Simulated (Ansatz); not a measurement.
An input for Ansatz 0.2.0 (TlSb4F13 (I4/m)):

```yaml
crystal:
  lattice:
    - [-4.8185, 4.8185, 3.292]
    - [4.8185, -4.8185, 3.292]
    - [4.8185, 4.8185, -3.292]
  atoms:
    - { symbol: Tl, position: [0.5, 0.5, 0.0] }
    - { symbol: Sb, position: [0.0066871975, 0.277466579, 0.2841537765] }
    - { symbol: Sb, position: [0.277466579, 0.9933128025, 0.2707793815] }
    - { symbol: Sb, position: [0.9933128025, 0.722533421, 0.7158462235] }
    - { symbol: Sb, position: [0.722533421, 0.0066871975, 0.7292206185] }
    - { symbol: F, position: [0.0, 0.0, 0.0] }
    - { symbol: F, position: [0.5610386725, 0.8772598836, 0.4382985561] }
    - { symbol: F, position: [0.8772598836, 0.4389613275, 0.3162212112] }
    - { symbol: F, position: [0.4389613275, 0.1227401164, 0.5617014439] }
    - { symbol: F, position: [0.1227401164, 0.5610386725, 0.6837787888] }
    - { symbol: F, position: [0.430173073, 0.3339653296, 0.3219280492] }
    - { symbol: F, position: [0.3339653296, 0.0120372804, 0.9037922566] }
    - { symbol: F, position: [0.0120372804, 0.1082450237, 0.6780719508] }
    - { symbol: F, position: [0.1082450237, 0.430173073, 0.0962077434] }
    - { symbol: F, position: [0.569826927, 0.6660346704, 0.6780719508] }
    - { symbol: F, position: [0.6660346704, 0.9879627196, 0.0962077434] }
    - { symbol: F, position: [0.9879627196, 0.8917549763, 0.3219280492] }
    - { symbol: F, position: [0.8917549763, 0.569826927, 0.9037922566] }
kpoints:
  mp_grid: { grid: [4, 4, 4] }
  band_path:
    path:
      - [0.0, 0.0, 0.0]
      - [-0.5, 0.5, 0.0]
      - [-0.5, 0.5, 0.5]
      - [-0.36669062, -0.36669062, 0.36669062]
      - [-0.63330938, 0.36669062, 0.63330938]
      - [-0.75, 0.25, 0.25]
      - [-0.5, 0.0, 0.5]
      - [-0.293352496, -0.293352496, 0.293352496]
      - [0.25, 0.25, -0.25]
    npoints: 1
hamiltonian:
  xc: hse06
  pseudopotentials: { kind: paw, azcp: { folder: soft_1 } }
scf:
  occupations: { method: fixed }
  n_extra_bands: 10
output:
  eigenvalues: true
  write_density: true
  write_potential: true
  elf: true
  volumetric_format: npy
```

```sh
ansatz run input.yaml --threads 2 --pin off --max-ram 92160MiB --backend cuda --events-out ev --progress --plain --runs-dir out --devices 1 --max-vram 13GiB
```

How long will it take on 1 × NVIDIA H100 80GB HBM3 (shared by 6 runs) with 2 threads of AMD EPYC 7R13 (Zen 3), shared host, and how much memory?

It took 3.1 min; on shared hardware allow 93 s to 6.2 min. Peak host memory was 2.6 GiB. The sizes that set the cost: 6007 plane waves a state, 14 irreducible k points and 16 SCF cycles.

Exact exchange couples every pair of k points and filled bands, so it costs far more than a semilocal run.

[Paths, hosts, dates, memory and timing lines, banners, echoed tables and standing remarks are left out of the program output.]

[Logs are printed without paths, hosts, clocks, repeated set-up lines and the standing remarks that a program may print on its own settings, such as how far it seeks lower states.]

[Runs of the session that timed out or met a known fault of the program may be left out.]

[Cells called generated may have been cut or substituted from an entry of the Crystallography Open Database or the Materials Project.]

[Hosts, paths, dates, database ids (printed as entryN), source tags and the programs' standing remarks are cut or masked in the printed files.]
